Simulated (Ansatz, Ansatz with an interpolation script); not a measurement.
**Settings in Wannier-interpolated G0W0: ThS2 (Pnma)**

How do the Wannier model and the GW settings move the interpolated bands of ThS2 (Pnma)?

Method: maximally localised Wannier functions, LDA, plane waves, PAW; PAW set soft_1, in Ansatz 0.2.0.

## (1) The starting structure

It takes space group Pnma (No. 62, orthorhombic). Conventional cell: a = 7.263 Å, b = 4.267 Å, c = 8.617 Å, α = 90.00°, β = 90.00°, γ = 90.00°. Nearest to Th lie 9 S at 2.74 to 3.13 Å. Nearest to S lie 4 Th at 2.74 to 2.95 Å. Nearest to S lie 5 Th at 3.01 to 3.13 Å. Farther neighbours and most contacts between anions are not listed.

Coordinates:

```cif
data_structure
_symmetry_space_group_name_H-M 'P 1'
_symmetry_Int_Tables_number 1
_cell_length_a 7.2630
_cell_length_b 4.2670
_cell_length_c 8.6170
_cell_angle_alpha 90.000
_cell_angle_beta 90.000
_cell_angle_gamma 90.000
_cell_volume 267.05
loop_
_atom_site_label
_atom_site_type_symbol
_atom_site_fract_x
_atom_site_fract_y
_atom_site_fract_z
_atom_site_occupancy
Th1 Th 0.75000 0.75000 0.12500 1
Th2 Th 0.25000 0.25000 0.87500 1
Th3 Th 0.75000 0.25000 0.62500 1
Th4 Th 0.25000 0.75000 0.37500 1
S5 S 0.15000 0.75000 0.06800 1
S6 S 0.85000 0.25000 0.93200 1
S7 S 0.35000 0.25000 0.56800 1
S8 S 0.65000 0.75000 0.43200 1
S9 S 0.53500 0.75000 0.82000 1
S10 S 0.46500 0.25000 0.18000 1
S11 S 0.96500 0.25000 0.32000 1
S12 S 0.03500 0.75000 0.68000 1
```

The cell and positions come from the Crystallography Open Database and are kept as given unless a step says otherwise. Spin-orbit coupling is left out unless a step names it.

## (2) Wannier model on 4×8×4

Localised functions give a small Hamiltonian that interpolates between mesh points at no cost.

input.yaml

```yaml
crystal:
  lattice:
    - [7.263, 0.0, 0.0]
    - [0.0, 4.267, 0.0]
    - [0.0, 0.0, 8.617]
  atoms:
    - { symbol: Th, position: [0.75, 0.75, 0.125] }
    - { symbol: Th, position: [0.25, 0.25, 0.875] }
    - { symbol: Th, position: [0.75, 0.25, 0.625] }
    - { symbol: Th, position: [0.25, 0.75, 0.375] }
    - { symbol: S, position: [0.15, 0.75, 0.068] }
    - { symbol: S, position: [0.85, 0.25, 0.932] }
    - { symbol: S, position: [0.35, 0.25, 0.568] }
    - { symbol: S, position: [0.65, 0.75, 0.432] }
    - { symbol: S, position: [0.535, 0.75, 0.82] }
    - { symbol: S, position: [0.465, 0.25, 0.18] }
    - { symbol: S, position: [0.965, 0.25, 0.32] }
    - { symbol: S, position: [0.035, 0.75, 0.68] }
kpoints:
  mp_grid: { grid: [2, 4, 2] }
hamiltonian:
  xc: lda
  pseudopotentials: { kind: paw, azcp: { folder: soft_1 }, xc_functional: pbe }
scf:
  occupations: { method: fixed }
  n_extra_bands: 142
output:
  wannier:
    kmesh: [4, 8, 4]
    projections: [{ species: S, l: p, shell: 3 }, { species: Th, l: f, shell: 5 }]
    minimise: true
    write_hr: true
    seedname: w
    conv_tol: 1.0e-06
    max_iter: 20000
    stability_check: false
    disentanglement:
      window: [5.58, 16.65]
      frozen_window: [5.58, 13.65]
      conv_tol: 1.0e-08
```

Run with:

```bash
> ansatz run input.yaml --threads 8 --pin off --max-ram 18432MiB --backend cpu --events-out ev --progress --plain --runs-dir out
```

Numbers of over 12 decimals in the logs are rounded to 6 here.

Log:

```text
Th: projections on atomic orbitals take those of the free atom [Xe 4f14 5d10] 5f0 6s2 6p6 6d2 7s2, of charge +0.00 (hamiltonian.pseudopotentials.projection_atoms); the dataset's partial waves leave at most 9.7e-5 of an orbital's norm unspanned inside its sphere
scf.n_extra_bands = 142 over 48 filled bands (N_el = 96.0): the run solves 190 bands
Engine: ansatz 0.2.0, x86_64-unknown-linux-gnu
Pseudopotentials: kind: paw
Pseudopotential: Th, paw, valence charge 12, recommended cutoff 420 eV (normal), soft_1/Th.paw.azcp
Pseudopotential: S, paw, valence charge 6, recommended cutoff 420 eV (normal), soft_1/S.paw.azcp
Functional definition: SPW92
  exchange = slater_x
  correlation = pw_c
Crystal: 12 atoms, lattice volume = 267.051 Å³
Basis set: ecut = 420 eV, 5207 PW (Γ)
Bands: 190, of which v1, the nominal top of the filled ones, is band 48 counted from 1 (47 counted from 0)
Symmetry: 8 space group operations
Space group: Pnma (ITA 62), of the structure as read, at distance tolerance 6.4e-5 Å
k-points: 12 of 16
Non-local potential: Th, projectors of the file, l = 0: 3, l = 1: 2, l = 2: 2, l = 3: 3
Non-local potential: S, projectors of the file, l = 0: 2, l = 1: 2, l = 2: 1
PAW form: soft (Blöchl's): semilocal exchange-correlation on the pseudo side does not see the compensation charge
PAW frozen core: Th, regenerated for the run's functional, and the local potential with it (the file was generated under x = pbe(κ = 0.804, μ = 0.219515), c = pbe(β = 0.066725))
PAW frozen core: S, regenerated for the run's functional, and the local potential with it (the file was generated under x = pbe(κ = 0.804, μ = 0.219515), c = pbe(β = 0.066725))
PAW one-centre angular grid: Th, 590 points (default); XC on 64 Gauss nodes
PAW one-centre angular grid: S, 110 points (default); XC on 64 Gauss nodes
Initial density: superposition of atomic densities (chi_scale 0.1, normalization cell, long waves kept (reshape's long-wave potential 0.00 eV rms))
Initial wavefunctions: pseudopotential atomic-orbital guess
Functional: x = slater, c = lda
SCF iter   1: F=—  HF=-58488.777645 eV  |F-HF|=—  |Δ(HF+E_count)|=         —  Δρ=2.88e-2  dr2=2.33e0  ethr=3.10e-3  ⟨swp⟩=4.4  Hψ=7771  notcnv=0  defer=1550
preconditioner: auto → Resta (q_TF=auto, 2.301 Å⁻¹)  ε∞=2.0  [insulator: Δε(μ)=0.453 eV  Ē_g=21.033 eV  n_scr=60 (ndim 8)  ℏωp=21.3 eV  f_vac=0.000  ε∞_Penn≈2.0]
SCF iter   2: F=—  HF=-58488.240318 eV  |F-HF|=—  |Δ(HF+E_count)|=   5.37e-1  Δρ=1.40e-2  dr2=4.62e-1  ethr=2.42e-3  ⟨swp⟩=2.0  Hψ=2674  notcnv=0  defer=1657
SCF iter   3: F=—  HF=-58488.158757 eV  |F-HF|=—  |Δ(HF+E_count)|=   8.16e-2  Δρ=5.94e-3  dr2=1.03e-1  ethr=4.81e-4  ⟨swp⟩=2.0  Hψ=978  notcnv=0  defer=1674
[...]
E_nonlocal   = 893.314556
  E_hartree    = 545.446321
  E_xc         = -3082.501996
  E_vxc        = -1389.600984  (∫ρ·V_xc dr)
  E_paw        = -50570.751136  (= ΣΔE_a)
  E_vpaw       = -281.637272  (= ΣTr[D̂ρ^β])
  E_aug_tail   = 0.000002  (compensation charges beyond the density's cutoff)
  E_ewald      = -5967.438001
  E_core_change = 2.188715  (= ΣΔE_core)
  E_smearing   = -0.000000  (= −TS)
  E_closure    = -0.000000  (closes the sum)
  Σ components = -58488.140133   (vs F -58488.140133, Δ=0.00e0)
--- Band table (eV; the first three rows and the last of 12) ---
  k-point 0: bands = [... 44 lower, 9.7794, 10.6978, 10.8553, 10.9295, 11.4456, 12.3590, 12.6593, 12.6828, ... 138 higher]
  k-point 1: bands = [... 44 lower, 10.0801, 10.0801, 10.5141, 10.5141, 11.9888, 11.9888, 12.5350, 12.5350, ... 138 higher]
  k-point 2: bands = [... 44 lower, 9.6915, 9.8320, 9.9487, 10.1828, 12.1249, 12.7901, 12.8815, 12.9830, ... 138 higher]
  k-point 11: bands = [... 44 lower, 10.0102, 10.0102, 10.0102, 10.0102, 12.9674, 12.9674, 12.9674, 12.9674, ... 138 higher]
Wannier search: line search 1 of at most 20000: gauge-dependent spread (as the search counts it) 36.8100823 Å², largest recent change 7.5e0 Å² against conv_tol 1.0e-6 Å², 0 stops escaped
Wannier search: line search 100 of at most 20000: gauge-dependent spread (as the search counts it) 22.4357046 Å², largest recent change 8.7e-3 Å² against conv_tol 1.0e-6 Å², 0 stops escaped
Wannier search: line search 200 of at most 20000: gauge-dependent spread (as the search counts it) 21.8908992 Å², largest recent change 3.1e-3 Å² against conv_tol 1.0e-6 Å², 0 stops escaped
Wannier search: line search 300 of at most 20000: gauge-dependent spread (as the search counts it) 21.6688133 Å², largest recent change 1.9e-3 Å² against conv_tol 1.0e-6 Å², 0 stops escaped
Wannier search: line search 400 of at most 20000: gauge-dependent spread (as the search counts it) 21.5472072 Å², largest recent change 1.1e-3 Å² against conv_tol 1.0e-6 Å², 0 stops escaped
Wannier search: line search 500 of at most 20000: gauge-dependent spread (as the search counts it) 21.4859969 Å², largest recent change 3.9e-4 Å² against conv_tol 1.0e-6 Å², 0 stops escaped
Wannier search: line search 600 of at most 20000: gauge-dependent spread (as the search counts it) 21.4583271 Å², largest recent change 2.2e-4 Å² against conv_tol 1.0e-6 Å², 0 stops escaped
Wannier search: line search 700 of at most 20000: gauge-dependent spread (as the search counts it) 21.4456036 Å², largest recent change 1.1e-4 Å² against conv_tol 1.0e-6 Å², 0 stops escaped
[...]
Wannier search: line search 2200 of at most 20000: gauge-dependent spread (as the search counts it) 21.4197043 Å², largest recent change 2.4e-6 Å² against conv_tol 1.0e-6 Å², 0 stops escaped
Wannier search: line search 2300 of at most 20000: gauge-dependent spread (as the search counts it) 21.4195233 Å², largest recent change 1.5e-6 Å² against conv_tol 1.0e-6 Å², 0 stops escaped
Wannier search: line search 2400 of at most 20000: gauge-dependent spread (as the search counts it) 21.4193744 Å², largest recent change 1.6e-6 Å² against conv_tol 1.0e-6 Å², 0 stops escaped
Wannier search: line search 2500 of at most 20000: gauge-dependent spread (as the search counts it) 21.4192528 Å², largest recent change 1.3e-6 Å² against conv_tol 1.0e-6 Å², 0 stops escaped
[key lines of the parts left out:]
SCF converged after 9 iterations
Free energy (F): -58488.140133 eV
Fermi energy:    10.929527 eV
```

It took 60 s on 8 threads of INTEL XEON PLATINUM 8581C at 2.30GHz (Emerald Rapids), shared host; peak memory 3 GiB; 6.4 min of CPU time.

Reading the cycles: dr2 is the Hartree energy of the density residual (eV), the measure of convergence; HF is the Harris–Foulkes estimate of the energy, which meets the free energy F at convergence.

This step gave:

```yaml
gauge_invariant_spread: 123.8 Å²
diagonal_spread: 0.3610 Å²
off_diagonal_spread: 21.06 Å²
total_spread: 145.3 Å²
least_projectability: 0.02034
localisation_steps: 2516
disentanglement_steps: 270
r_m_s_interpolation_error: 5.52e-4 eV
r_m_s_error_near_the_gap: 6.98e-4 eV
```

Near the gap the model misses directly solved bands by 0.7 meV r.m.s. and by 9 meV at most in the window tested. This tests the starting bands, not the corrections carried with them.

## (3) Wannier model on 2×4×2

Edit input.yaml of step 2 so:

```diff
@@ -28,3 +28,3 @@
   wannier:
-    kmesh: [4, 8, 4]
+    kmesh: [2, 4, 2]
     projections: [{ species: S, l: p, shell: 3 }, { species: Th, l: f, shell: 5 }]
```

Log:

```text
[...]
Crystal: 12 atoms, lattice volume = 267.051 Å³
Basis set: ecut = 420 eV, 5207 PW (Γ)
Bands: 190, of which v1, the nominal top of the filled ones, is band 48 counted from 1 (47 counted from 0)
Symmetry: 8 space group operations
[...]
k-points: 12 of 16
[...]
SCF iter   1: F=—  HF=-58488.777645 eV  |F-HF|=—  |Δ(HF+E_count)|=         —  Δρ=2.88e-2  dr2=2.33e0  ethr=3.10e-3  ⟨swp⟩=4.4  Hψ=7771  notcnv=0  defer=1550
[...]
SCF iter   9: F=-58488.140133 eV  HF=-58488.140133 eV  |F-HF|=5.23e-9  |Δ(HF+E_count)|=   8.03e-9  Δρ=1.27e-6  dr2=6.55e-9  ethr=1.04e-10  ⟨swp⟩=12.2  Hψ=19102  notcnv=0
SCF 1 converged in 9 iterations: F = -58488.140133 eV  dr2 = 6.55e-9
[...]
NSCF: frozen V_eff on 13 k-points
[...]
SCF converged after 9 iterations
Free energy (F): -58488.140133 eV
[...]
Internal energy: -58488.140133 eV  (E = F + TS)
E sigma→0 (E₀):  -58488.140133 eV
Fermi energy:    10.929527 eV
[...]
--- Band table (eV; the first three rows and the last of 12) ---
  k-point 0: bands = [... 44 lower, 9.7794, 10.6978, 10.8553, 10.9295, 11.4456, 12.3590, 12.6593, 12.6828, ... 138 higher]
  k-point 1: bands = [... 44 lower, 10.0801, 10.0801, 10.5141, 10.5141, 11.9888, 11.9888, 12.5350, 12.5350, ... 138 higher]
  k-point 2: bands = [... 44 lower, 9.6915, 9.8320, 9.9487, 10.1828, 12.1249, 12.7901, 12.8815, 12.9830, ... 138 higher]
  k-point 11: bands = [... 44 lower, 10.0102, 10.0102, 10.0102, 10.0102, 12.9674, 12.9674, 12.9674, 12.9674, ... 138 higher]
[...]
```

The job ended after 12 s (8 threads; peak memory 2.4 GiB).

Numbers from this step:

```
gauge-invariant spread     : 107.9 Å²
diagonal spread            : 0.3272 Å²
off-diagonal spread        : 18.77 Å²
total spread               : 127.0 Å²
least projectability       : 0.02994
localisation steps         : 332
disentanglement steps      : 77
r.m.s. interpolation error : 0.009550 eV
r.m.s. error near the gap  : 0.01109 eV
```

Near the gap the model misses directly solved bands by 11.1 meV r.m.s. and by 81 meV at most in the window tested. This tests the starting bands, not the corrections carried with them.

Frozen up to 2.72 eV; above it the model need not follow the bands. The electronic bands at the labelled points (eV, zero at the valence-band top; v1 is the highest filled band, c1 the lowest empty one):

| point | v4 | v3 | v2 | v1 | c1 | c2 | c3 | c4 |
| --- | --- | --- | --- | --- | --- | --- | --- | --- |
| Γ | -1.15 | -0.23 | -0.07 | 0.00 | 0.52 | 1.43 | 1.73 | 1.75 |
| halfway | -0.88 | -0.61 | -0.58 | -0.17 | 0.91 | 1.41 | 1.70 | 1.85 |
| X | -1.25 | -1.25 | -0.54 | -0.54 | 1.39 | 1.39 | 1.77 | 1.77 |
| halfway | -1.02 | -1.02 | -0.31 | -0.31 | 1.75 | 1.75 | 2.13 | 2.13 |
| S | -0.91 | -0.91 | -0.91 | -0.91 | 2.13 | 2.13 | 2.13 | 2.13 |
| halfway | -1.33 | -1.33 | -0.72 | -0.72 | 2.00 | 2.00 | 2.14 | 2.14 |
| Y | -1.32 | -1.32 | -0.60 | -0.60 | 1.87 | 1.87 | 2.11 | 2.11 |
| halfway | -1.24 | -1.10 | -0.98 | -0.75 | 1.20 | 1.86 | 1.95 | 2.05 |
| Γ | -1.15 | -0.23 | -0.07 | 0.00 | 0.52 | 1.43 | 1.73 | 1.75 |
| halfway | -0.95 | -0.41 | -0.40 | -0.16 | 0.72 | 1.29 | 1.65 | 1.71 |
| Z | -0.85 | -0.85 | -0.42 | -0.42 | 1.06 | 1.06 | 1.61 | 1.61 |
| halfway | -1.10 | -1.10 | -0.51 | -0.51 | 1.31 | 1.31 | 1.69 | 1.69 |
| U | -0.98 | -0.98 | -0.75 | -0.75 | 1.64 | 1.64 | 1.76 | 1.76 |
| halfway | -0.80 | -0.80 | -0.61 | -0.61 | 1.75 | 1.75 | 1.97 | 1.97 |
| R | -0.92 | -0.92 | -0.92 | -0.92 | 2.04 | 2.04 | 2.04 | 2.04 |
| halfway | -0.98 | -0.98 | -0.91 | -0.91 | 1.99 | 1.99 | 2.11 | 2.11 |
| T | -1.17 | -1.17 | -0.94 | -0.94 | 2.01 | 2.01 | 2.06 | 2.06 |
| halfway | -1.07 | -1.07 | -0.65 | -0.65 | 1.62 | 1.62 | 1.95 | 1.95 |
| Z | -0.85 | -0.85 | -0.42 | -0.42 | 1.06 | 1.06 | 1.61 | 1.61 |
| jump to X | -1.25 | -1.25 | -0.54 | -0.54 | 1.39 | 1.39 | 1.77 | 1.77 |
| halfway | -1.14 | -1.14 | -0.61 | -0.61 | 1.49 | 1.49 | 1.79 | 1.79 |
| U | -0.98 | -0.98 | -0.75 | -0.75 | 1.64 | 1.64 | 1.76 | 1.76 |
| jump to Y | -1.32 | -1.32 | -0.60 | -0.60 | 1.87 | 1.87 | 2.11 | 2.11 |
| halfway | -1.44 | -1.44 | -0.74 | -0.74 | 1.91 | 1.91 | 2.16 | 2.16 |
| T | -1.17 | -1.17 | -0.94 | -0.94 | 2.01 | 2.01 | 2.06 | 2.06 |
| jump to S | -0.91 | -0.91 | -0.91 | -0.91 | 2.13 | 2.13 | 2.13 | 2.13 |

The same for Kohn-Sham, solved directly:

| point | v4 | v3 | v2 | v1 | c1 | c2 | c3 | c4 |
| --- | --- | --- | --- | --- | --- | --- | --- | --- |
| Γ | -1.15 | -0.23 | -0.07 | 0.00 | 0.52 | 1.43 | 1.73 | 1.75 |
| X | -1.25 | -1.25 | -0.54 | -0.54 | 1.39 | 1.39 | 1.77 | 1.77 |
| S | -0.91 | -0.91 | -0.91 | -0.91 | 2.13 | 2.13 | 2.13 | 2.13 |
| Y | -1.32 | -1.32 | -0.60 | -0.60 | 1.87 | 1.87 | 2.11 | 2.11 |
| Γ | -1.15 | -0.23 | -0.07 | 0.00 | 0.52 | 1.43 | 1.73 | 1.75 |
| Z | -0.85 | -0.85 | -0.42 | -0.42 | 1.06 | 1.06 | 1.61 | 1.61 |
| U | -0.98 | -0.98 | -0.75 | -0.75 | 1.64 | 1.64 | 1.76 | 1.76 |
| R | -0.92 | -0.92 | -0.92 | -0.92 | 2.04 | 2.04 | 2.04 | 2.04 |
| T | -1.17 | -1.17 | -0.94 | -0.94 | 2.01 | 2.01 | 2.06 | 2.06 |
| Z | -0.85 | -0.85 | -0.42 | -0.42 | 1.06 | 1.06 | 1.61 | 1.61 |
| X | -1.25 | -1.25 | -0.54 | -0.54 | 1.39 | 1.39 | 1.77 | 1.77 |
| U | -0.98 | -0.98 | -0.75 | -0.75 | 1.64 | 1.64 | 1.76 | 1.76 |
| Y | -1.32 | -1.32 | -0.60 | -0.60 | 1.87 | 1.87 | 2.11 | 2.11 |
| T | -1.17 | -1.17 | -0.94 | -0.94 | 2.01 | 2.01 | 2.06 | 2.06 |

## (4) A faulty Wannier input

Edit input.yaml of step 3 so:

```diff
@@ -29,3 +29,3 @@
     kmesh: [2, 4, 2]
-    projections: [{ species: S, l: p, shell: 3 }, { species: Th, l: f, shell: 5 }]
+    projections: [{ species: Th, l: f, shell: 5 }]
     minimise: true
```

Log:

```text
Th: projections on atomic orbitals take those of the free atom [Xe 4f14 5d10] 5f0 6s2 6p6 6d2 7s2, of charge +0.00 (hamiltonian.pseudopotentials.projection_atoms); the dataset's partial waves leave at most 9.7e-5 of an orbital's norm unspanned inside its sphere
scf.n_extra_bands = 142 over 48 filled bands (N_el = 96.0): the run solves 190 bands
Engine: ansatz 0.2.0, x86_64-unknown-linux-gnu
Pseudopotentials: kind: paw
Pseudopotential: Th, paw, valence charge 12, recommended cutoff 420 eV (normal), soft_1/Th.paw.azcp
Pseudopotential: S, paw, valence charge 6, recommended cutoff 420 eV (normal), soft_1/S.paw.azcp
Functional definition: SPW92
  exchange = slater_x
  correlation = pw_c
Crystal: 12 atoms, lattice volume = 267.051 Å³
Basis set: ecut = 420 eV, 5207 PW (Γ)
Bands: 190, of which v1, the nominal top of the filled ones, is band 48 counted from 1 (47 counted from 0)
Symmetry: 8 space group operations
Space group: Pnma (ITA 62), of the structure as read, at distance tolerance 6.4e-5 Å
k-points: 12 of 16
Non-local potential: Th, projectors of the file, l = 0: 3, l = 1: 2, l = 2: 2, l = 3: 3
Non-local potential: S, projectors of the file, l = 0: 2, l = 1: 2, l = 2: 1
PAW form: soft (Blöchl's): semilocal exchange-correlation on the pseudo side does not see the compensation charge
PAW frozen core: Th, regenerated for the run's functional, and the local potential with it (the file was generated under x = pbe(κ = 0.804, μ = 0.219515), c = pbe(β = 0.066725))
PAW frozen core: S, regenerated for the run's functional, and the local potential with it (the file was generated under x = pbe(κ = 0.804, μ = 0.219515), c = pbe(β = 0.066725))
[...]
SCF converged after 9 iterations
Free energy (F): -58488.140133 eV
Harris-Foulkes:  -58488.140133 eV  (|F-HF|=5.23e-9)
Internal energy: -58488.140133 eV  (E = F + TS)
E sigma→0 (E₀):  -58488.140133 eV
Fermi energy:    10.929527 eV
--- Per-component energies (eV) ---
  E_band       = 4.571781
  E_kinetic    = 1741.796024
  E_local      = -2050.194619  (includes V_loc(G=0)·N_el)
  E_nonlocal   = 893.314556
  E_hartree    = 545.446321
  E_xc         = -3082.501996
  E_vxc        = -1389.600984  (∫ρ·V_xc dr)
  E_paw        = -50570.751136  (= ΣΔE_a)
  E_vpaw       = -281.637272  (= ΣTr[D̂ρ^β])
  E_aug_tail   = 0.000002  (compensation charges beyond the density's cutoff)
  E_ewald      = -5967.438001
  E_core_change = 2.188715  (= ΣΔE_core)
  E_smearing   = -0.000000  (= −TS)
  E_closure    = -0.000000  (closes the sum)
  Σ components = -58488.140133   (vs F -58488.140133, Δ=0.00e0)
--- Band table (eV; the first three rows and the last of 12) ---
  k-point 0: bands = [... 44 lower, 9.7794, 10.6978, 10.8553, 10.9295, 11.4456, 12.3590, 12.6593, 12.6828, ... 138 higher]
  k-point 1: bands = [... 44 lower, 10.0801, 10.0801, 10.5141, 10.5141, 11.9888, 11.9888, 12.5350, 12.5350, ... 138 higher]
  k-point 2: bands = [... 44 lower, 9.6915, 9.8320, 9.9487, 10.1828, 12.1249, 12.7901, 12.8815, 12.9830, ... 138 higher]
  k-point 11: bands = [... 44 lower, 10.0102, 10.0102, 10.0102, 10.0102, 12.9674, 12.9674, 12.9674, 12.9674, ... 138 higher]
WARN: one of the run's output files is refused, and neither it nor the files that depend on it are written in full: <dir> frozen window holds 41 > num_wann = 28 bands at ik = 0 (ik counts from 0, the k-points of the .win, .mmn and .eig files from 1)
Error: <dir> frozen window holds 41 > num_wann = 28 bands at ik = 0 (ik counts from 0, the k-points of the .win, .mmn and .eig files from 1)
```

It took 11 s on 8 threads; peak memory 2.4 GiB.

The run ended with an error after its SCF cycle had converged; no result of it is taken.

The program's message: “Error: <dir> frozen window holds 41 > num_wann = 28 bands at ik = 0 (ik counts from 0, the k-points of the .win, .mmn and .eig files from 1)”

The fault put into this input: trial orbitals that do not span the target bands.

[end of part 1 of 2]

[Paths, hosts, dates, memory and timing lines, banners, echoed tables and standing remarks are left out of the program output.]

[Logs are printed without paths, hosts, clocks, repeated set-up lines and the standing remarks that a program may print on its own settings, such as how far it seeks lower states.]

[Runs of the session that timed out or met a known fault of the program may be left out.]

[Hosts, paths, dates, database ids (printed as entryN), source tags and the programs' standing remarks are cut or masked in the printed files.]
